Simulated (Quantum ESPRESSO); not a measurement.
# Pt (Fm-3m): electron-phonon coupling, part 2 of 3

Aim: phonons of metallic Pt (Fm-3m) and how strongly they couple to the electrons.

Quantum ESPRESSO 7.5; DFT LDA, scalar-relativistic, plane waves, PseudoDojo norm-conserving pseudopotentials.

So far. Step 2 (A first look): No gap opens on this mesh, so smearing is kept; the start stands at -7.3 GPa. Step 4 (Ground state): The cell stands at -0.004 GPa, close enough for phonons. The relaxed cell has a = 3.891 Å (conventional setting).

### 7. Linear response on the mesh

Linear response treats each wavevector in the unit cell, with no supercell; the 4×4×4 mesh fixes the range of the force constants to be had. The change of the potential is kept for the electron-phonon matrix elements.

The input, ph.in:

```
phonons
 &inputph
    prefix='x',
    outdir='./tmp',
    fildyn='x.dyn',
    tr2_ph=1.0d-18,
    alpha_mix(1)=0.4,
    nmix_ph=8,
    ldisp=.true.,
    nq1=4,
    nq2=4,
    nq3=4,
    electron_phonon='interpolated',
    fildvscf='dvscf',
    el_ph_sigma=0.005,
    el_ph_nsigma=10,
 /
```

The run is started by

```console
OMP_NUM_THREADS=1 mpirun -n 4 ph.x -nk 4 -in ph.in > ph.out
```

The program printed:

```text
[banners, grids, parts of the stress and lines that vanish by symmetry left out]
[banner, memory and clock lines left out]
Program PHONON v.7.5

     ./tmp/x.save/

     IMPORTANT: XC functional enforced from input :
     Exchange-correlation= PW
                           (   1   4   0   0   0   0   0)
     Any further DFT definition will be discarded
     Please, verify this is what you really want

     G-vector sticks info

     Reading collected, re-writing distributed wavefunctions in ./tmp/

     Dynamical matrices for ( 4, 4, 4)  uniform grid of q-points
     (   8 q-points):
       N         xq(1)         xq(2)         xq(3)
       1   0.000000000   0.000000000   0.000000000
       2   0.176776695   0.176776695  -0.176776695
[...]
Number and degeneracy of irreps per q-point
       N         xq(1)         xq(2)         xq(3)   N irreps
       1   0.000000000   0.000000000   0.000000000       1
        3
       2   0.176776695   0.176776695  -0.176776695       2
        1   2
[...]
1   2
[...]
1   2
[...]
No degeneracy
[...]
No degeneracy
       7  -0.707106781   0.000000000   0.000000000       2
        1   2
       8  -0.707106781   0.353553391   0.000000000       2
        1   2

     Saving dvscf to file. Distribute only q points, not irreducible representations.

     Calculation of q =    0.0000000   0.0000000   0.0000000

     phonons

     bravais-lattice index     =            0
     lattice parameter (alat)  =       5.1990  a.u.
     unit-cell volume          =      99.3677 (a.u.)^3
     number of atoms/cell      =            1
     number of atomic types    =            1
     kinetic-energy cut-off    =      84.0000  Ry
     charge density cut-off    =     336.0000  Ry
     convergence threshold     =      1.0E-18
     beta                      =       0.4000
     number of iterations used =            8
     Exchange-correlation= PW
                           (   1   4   0   0   0   0   0)

     celldm(1)=    5.19900  celldm(2)=    0.00000  celldm(3)=    0.00000
     celldm(4)=    0.00000  celldm(5)=    0.00000  celldm(6)=    0.00000

     crystal axes: (cart. coord. in units of alat)
               a(1) = (  0.0000  0.7071  0.7071 )
               a(2) = (  0.7071  0.0000  0.7071 )
               a(3) = (  0.7071  0.7071  0.0000 )

     reciprocal axes: (cart. coord. in units 2 pi/alat)
               b(1) = ( -0.7071  0.7071  0.7071 )
               b(2) = (  0.7071 -0.7071  0.7071 )
               b(3) = (  0.7071  0.7071 -0.7071 )

     Atoms inside the unit cell:

     Cartesian axes

     site n.  atom      mass           positions (alat units)
        1  Pt    195.0840   tau(    1) = (    0.00000    0.00000    0.00000  )

     Computing dynamical matrix for
                    q = (   0.0000000   0.0000000   0.0000000 )

     49 Sym.Ops. (with q -> -q+G )

     G cutoff =  230.0487  (  10417 G-vectors)     FFT grid: ( 32, 32, 32)

     number of k points=   145  Marzari-Vanderbilt smearing, width (Ry)=  0.0200

     PseudoPot. # 1 for Pt read from file:
     ./pseudo/Pt.upf
     Pseudo is Norm-conserving + core correction, Zval = 18.0

     Mode symmetry, O_h (m-3m)  point group:

     Atomic displacements:
     There are    1 irreducible representations

     Representation     1      3 modes -  To be done

     Alpha used in Ewald sum =   2.8000

     Representation #   1 modes #   1   2   3

     Self-consistent Calculation
      iter #   1   av.it.:   8.3
      thresh= 1.000E-02 alpha_mix =  0.400 |ddv_scf|^2 =  1.038E-05
      iter #   2   av.it.:  11.2
      thresh= 3.222E-04 alpha_mix =  0.400 |ddv_scf|^2 =  9.859E-07
[...]
End of self-consistent calculation

     Convergence has been achieved

     Number of q in the star =    1
     List of q in the star:
[...]
Diagonalizing the dynamical matrix

     q = (    0.000000000   0.000000000   0.000000000 )

 **************************************************************************
     freq (    1) =      -0.018789 [THz] =      -0.626726 [cm-1]
     freq (    2) =      -0.018789 [THz] =      -0.626726 [cm-1]
     freq (    3) =      -0.018789 [THz] =      -0.626726 [cm-1]
 **************************************************************************

     Mode symmetry, O_h (m-3m)  point group:

     freq (   1-   3) =         -0.6  [cm-1]   --> T_1u G_15  G_4- I
     Electron-phonon interaction  ...

     [... narrower broadenings left out ...]
     Gaussian Broadening:   0.020 Ry, ngauss=   0
     DOS = 11.045260 states/spin/Ry/Unit Cell at Ef= 23.979745 eV
     lambda(    1)=  0.0000   gamma=    0.05 GHz
     lambda(    2)=  0.0000   gamma=    0.04 GHz
     lambda(    3)=  0.0000   gamma=    0.05 GHz
     [... wider broadenings left out ...]

     Number of q in the star =    1
     List of q in the star:
[...]
Calculation of q =    0.1767767   0.1767767  -0.1767767
     [... set-up and bands at k+q left out ...]

     Mode symmetry, C_3v (3m)   point group:

     Atomic displacements:
     There are    2 irreducible representations

     Representation     1      1 modes -  To be done

[...]
Message from routine init_vloc:
     Interpolation table for Vloc re-allocated

     Alpha used in Ewald sum =   2.8000

     Representation #   1 mode #   1

     Self-consistent Calculation

[...]
[... iterations left out ...]
[...]
End of self-consistent calculation

     Convergence has been achieved

     Representation #   2 modes #   2   3

[...]
[... iterations left out ...]
[...]
Convergence has been achieved

[...]
Diagonalizing the dynamical matrix

     q = (    0.176776695   0.176776695  -0.176776695 )

[...]
freq (    1) =       1.680565 [THz] =      56.057599 [cm-1]
     freq (    2) =       1.680565 [THz] =      56.057599 [cm-1]
     freq (    3) =       4.141901 [THz] =     138.158931 [cm-1]
[...]
Mode symmetry, C_3v (3m)   point group:

     freq (   1-   2) =         56.1  [cm-1]   --> E    L_3
     freq (   3-   3) =        138.2  [cm-1]   --> A_1  L_1
     Electron-phonon interaction  ...

     [... narrower broadenings left out ...]
     Gaussian Broadening:   0.020 Ry, ngauss=   0
     DOS = 11.045260 states/spin/Ry/Unit Cell at Ef= 23.979745 eV
     lambda(    1)=  0.2519   gamma=    7.51 GHz
     lambda(    2)=  0.2516   gamma=    7.50 GHz
     lambda(    3)=  0.0821   gamma=   14.85 GHz
     [... wider broadenings left out ...]

[...]
[... set-up and bands at k+q left out ...]

     Mode symmetry, D_3d (-3m)  point group:

[...]
Representation #   1 mode #   1

[...]
Convergence has been achieved

     Representation #   2 modes #   2   3

[...]
Convergence has been achieved

[...]
q = (   -0.353553391  -0.353553391   0.353553391 )

[...]
freq (    1) =       2.964882 [THz] =      98.897804 [cm-1]
     freq (    2) =       2.964882 [THz] =      98.897804 [cm-1]
     freq (    3) =       6.128681 [THz] =     204.430793 [cm-1]
[...]
Mode symmetry, D_3d (-3m)  point group:

     freq (   1-   2) =         98.9  [cm-1]   --> E_u  L_3'
     freq (   3-   3) =        204.4  [cm-1]   --> A_2u L_2'
[...]
lambda(    1)=  0.1084   gamma=   10.05 GHz
     lambda(    2)=  0.1076   gamma=    9.98 GHz
     lambda(    3)=  0.0297   gamma=   11.79 GHz
[...]
Mode symmetry, C_4v (4mm)  point group:

[...]
Convergence has been achieved

     Representation #   2 modes #   2   3

[...]
Convergence has been achieved

[...]
q = (    0.353553391   0.000000000   0.000000000 )

[...]
freq (    1) =       2.439846 [THz] =      81.384507 [cm-1]
     freq (    2) =       2.439846 [THz] =      81.384507 [cm-1]
     freq (    3) =       4.274920 [THz] =     142.595974 [cm-1]
[...]
Mode symmetry, C_4v (4mm)  point group:

     freq (   1-   2) =         81.4  [cm-1]   --> E    G_5 D_5
     freq (   3-   3) =        142.6  [cm-1]   --> A_1  G_1 D_1
[...]
lambda(    1)=  0.1462   gamma=    9.18 GHz
     lambda(    2)=  0.1463   gamma=    9.19 GHz
     lambda(    3)=  0.1069   gamma=   20.60 GHz
[...]
Mode symmetry, C_s (m)     point group:

[...]
Convergence has been achieved

[...]
Convergence has been achieved

[...]
Convergence has been achieved

[...]
q = (   -0.176776695  -0.530330086   0.530330086 )

[...]
freq (    1) =       3.356092 [THz] =     111.947169 [cm-1]
     freq (    2) =       3.559570 [THz] =     118.734483 [cm-1]
     freq (    3) =       5.563541 [THz] =     185.579760 [cm-1]
[...]
Mode symmetry, C_s (m)     point group:

     freq (   1-   1) =        111.9  [cm-1]   --> A''
     freq (   2-   2) =        118.7  [cm-1]   --> A'
     freq (   3-   3) =        185.6  [cm-1]   --> A'
[...]
lambda(    1)=  0.1106   gamma=   13.14 GHz
     lambda(    2)=  0.2004   gamma=   26.78 GHz
     lambda(    3)=  0.0426   gamma=   13.91 GHz
[...]
Mode symmetry, C_2v (mm2)  point group:

[...]
Convergence has been achieved

[...]
Convergence has been achieved

[...]
Convergence has been achieved

[...]
q = (    0.000000000  -0.353553391   0.353553391 )

[...]
freq (    1) =       2.358523 [THz] =      78.671846 [cm-1]
     freq (    2) =       3.527278 [THz] =     117.657339 [cm-1]
     freq (    3) =       5.167122 [THz] =     172.356628 [cm-1]
[...]
Mode symmetry, C_2v (mm2)  point group:

     freq (   1-   1) =         78.7  [cm-1]   --> B_1  D_3  S_3
     freq (   2-   2) =        117.7  [cm-1]   --> B_2  D_4  S_4
     freq (   3-   3) =        172.4  [cm-1]   --> A_1  D_1  S_1
[...]
lambda(    1)=  0.3377   gamma=   19.81 GHz
     lambda(    2)=  0.1547   gamma=   20.30 GHz
     lambda(    3)=  0.0627   gamma=   17.64 GHz
[...]
Calculation of q =   -0.7071068   0.0000000   0.0000000
     [... set-up and bands at k+q left out ...]

     Mode symmetry, D_4h(4/mmm) point group:

     Atomic displacements:
     There are    2 irreducible representations

[...]
Alpha used in Ewald sum =   2.8000

     Representation #   1 mode #   1

[...]
Convergence has been achieved

     Representation #   2 modes #   2   3

[...]
Convergence has been achieved

[...]
Diagonalizing the dynamical matrix

     q = (   -0.707106781   0.000000000   0.000000000 )

[...]
freq (    1) =       4.007960 [THz] =     133.691165 [cm-1]
     freq (    2) =       4.007960 [THz] =     133.691165 [cm-1]
     freq (    3) =       6.001844 [THz] =     200.199952 [cm-1]
[...]
Mode symmetry, D_4h(4/mmm) point group:

     freq (   1-   2) =        133.7  [cm-1]   --> E_u  X_5' M_5'
     freq (   3-   3) =        200.2  [cm-1]   --> A_2u X_4' M_4'
     Electron-phonon interaction  ...

     [... narrower broadenings left out ...]
     Gaussian Broadening:   0.020 Ry, ngauss=   0
     DOS = 11.045260 states/spin/Ry/Unit Cell at Ef= 23.979745 eV
     lambda(    1)=  0.1369   gamma=   23.20 GHz
     lambda(    2)=  0.1398   gamma=   23.68 GHz
     lambda(    3)=  0.0630   gamma=   23.94 GHz
     [... wider broadenings left out ...]

[...]
Calculation of q =   -0.7071068   0.3535534   0.0000000
     [... set-up and bands at k+q left out ...]

     Mode symmetry, D_2d (-42m) point group:

     Atomic displacements:
     There are    2 irreducible representations

     Representation     1      1 modes -  To be done

     Representation     2      2 modes -  To be done

     Alpha used in Ewald sum =   2.8000

     Representation #   1 mode #   1

     Self-consistent Calculation

[...]
[... iterations left out ...]
[...]
End of self-consistent calculation

     Convergence has been achieved

     Representation #   2 modes #   2   3

     Self-consistent Calculation

      iter #   1   av.it.:   9.3
      thresh= 1.000E-02 alpha_mix =  0.400 |ddv_scf|^2 =  1.930E-04

      [... iterations left out ...]
      iter #  10   av.it.:  12.9
      thresh= 4.847E-10 alpha_mix =  0.400 |ddv_scf|^2 =  7.470E-19

     End of self-consistent calculation

     Convergence has been achieved

     Number of q in the star =    6
     List of q in the star:
[...]
Diagonalizing the dynamical matrix

     q = (   -0.707106781   0.353553391   0.000000000 )

 **************************************************************************
     freq (    1) =       3.396645 [THz] =     113.299877 [cm-1]
     freq (    2) =       4.847879 [THz] =     161.707829 [cm-1]
     freq (    3) =       4.847879 [THz] =     161.707829 [cm-1]
 **************************************************************************

     Mode symmetry, D_2d (-42m) point group:

     freq (   1-   1) =        113.3  [cm-1]   --> B_2  X_3  W_2
     freq (   2-   3) =        161.7  [cm-1]   --> E    X_5  W_3
     Electron-phonon interaction  ...

     [... narrower broadenings left out ...]
     Gaussian Broadening:   0.020 Ry, ngauss=   0
     DOS = 11.045260 states/spin/Ry/Unit Cell at Ef= 23.979745 eV
     lambda(    1)=  0.2519   gamma=   30.65 GHz
     lambda(    2)=  0.0770   gamma=   19.08 GHz
     lambda(    3)=  0.0768   gamma=   19.05 GHz
     [... wider broadenings left out ...]

     Number of q in the star =    6
     List of q in the star:
[...]
5   0.353553391  -0.000000000  -0.707106781
          6  -0.353553391   0.000000000   0.707106781


[key lines of the parts left out:]
the Fermi energy is    23.9702 ev
```

Elapsed: 58 min, on 4 MPI ranks of Arm Neoverse V1, shared host.

Read from the output:

| Item | Value |
| --- | --- |
| largest acoustic frequency at the zone centre before the sum rule | -0.63 cm⁻¹ |
| lowest mode on the q mesh (acoustic ones at the zone centre apart) | 56.06 cm⁻¹ |

Frequencies (cm⁻¹) at each irreducible wavevector; negative means imaginary. Frequencies by wavevector:

```
  q (fractions)  star  mode 1  mode 2  mode 3
          0 0 0     1   -0.63   -0.63   -0.63
       0 0 0.25     8   56.06   56.06   138.2
       0 0 -0.5     4    98.9    98.9   204.4
    0 0.25 0.25     6   81.38   81.38   142.6
    0 0.25 -0.5    24     112   118.7   185.6
   0 0.25 -0.25    12   78.67   117.7   172.4
    0 -0.5 -0.5     3   133.7   133.7   200.2
0.25 -0.5 -0.25     6   113.3   161.7   161.7
```

Couplings of single modes at a Gaussian broadening of 0.02 Ry, as ph.x prints them; it sets λ to zero for modes under 20 cm⁻¹. Mode couplings:

```
  q (fractions)  mode  frequency (cm⁻¹)       λ  linewidth γ (GHz)
       0 0 0.25     1             56.06  0.2519               7.51
       0 0 0.25     2             56.06  0.2516                7.5
       0 0 0.25     3             138.2  0.0821              14.85
       0 0 -0.5     1              98.9  0.1084              10.05
       0 0 -0.5     2              98.9  0.1076               9.98
       0 0 -0.5     3             204.4  0.0297              11.79
    0 0.25 0.25     1             81.38  0.1462               9.18
    0 0.25 0.25     2             81.38  0.1463               9.19
    0 0.25 0.25     3             142.6  0.1069               20.6
    0 0.25 -0.5     1               112  0.1106              13.14
    0 0.25 -0.5     2             118.7  0.2004              26.78
    0 0.25 -0.5     3             185.6  0.0426              13.91
   0 0.25 -0.25     1             78.67  0.3377              19.81
   0 0.25 -0.25     2             117.7  0.1547               20.3
   0 0.25 -0.25     3             172.4  0.0627              17.64
    0 -0.5 -0.5     1             133.7  0.1369               23.2
    0 -0.5 -0.5     2             133.7  0.1398              23.68
    0 -0.5 -0.5     3             200.2   0.063              23.94
0.25 -0.5 -0.25     1             113.3  0.2519              30.65
0.25 -0.5 -0.25     2             161.7   0.077              19.08
0.25 -0.5 -0.25     3             161.7  0.0768              19.05
```

The acoustic modes at Γ come out as far as 0.6 cm⁻¹ from zero, where they should vanish, a small numerical error.

### 8. Fourier transform to real space

The dynamical matrices of the mesh are Fourier-transformed to force constants in real space.

The input, q2r.in:

```
 &input
    fildyn='x.dyn',
    zasr='crystal',
    flfrc='x.fc',
    la2F=.true.,
 /
```

The run is started by

```console
q2r.x < q2r.in > q2r.out
```

The program printed:

```text
[banners, grids, parts of the stress and lines that vanish by symmetry left out]
[banner, memory and clock lines left out]
Program Q2R v.7.5

  reading grid info from file x.dyn0

  reading force constants from file x.dyn1
  Dielectric Tensor not found
  nqs=            1
 q=   0.00000000  0.00000000  0.00000000
  reading force constants from file x.dyn2
  nqs=            8
 q=   0.17677670  0.17677670 -0.17677670
[...]
reading force constants from file x.dyn7
  nqs=            3
[...]
reading force constants from file x.dyn8
  nqs=            6
[...]
q=   0.35355339 -0.00000000 -0.70710678
 q=  -0.35355339  0.00000000  0.70710678

      q-space grid ok, #points =   64

      fft-check success (sum of imaginary terms < 10^-12)

   Preparing gamma for a2F

 Broadening =      0.005
      q-space grid ok, #points =   64

      fft-check success (sum of imaginary terms < 10^-12)

 Broadening =      0.010
[...]
Broadening =      0.045
      q-space grid ok, #points =   64

      fft-check success (sum of imaginary terms < 10^-12)

 Broadening =      0.050
      q-space grid ok, #points =   64

      fft-check success (sum of imaginary terms < 10^-12)
```

Elapsed: 0.48 s, on 1 thread.

(Continued in part 3 of 3.)

[Host names and launcher messages were left out of these logs when they were recorded.]

[Logs are printed without paths, hosts, clocks, repeated set-up lines and the standing remarks that a program may print on its own settings, such as how far it seeks lower states.]

[Hosts, paths, dates, database ids (printed as entryN), source tags and the programs' standing remarks are cut or masked in the printed files.]
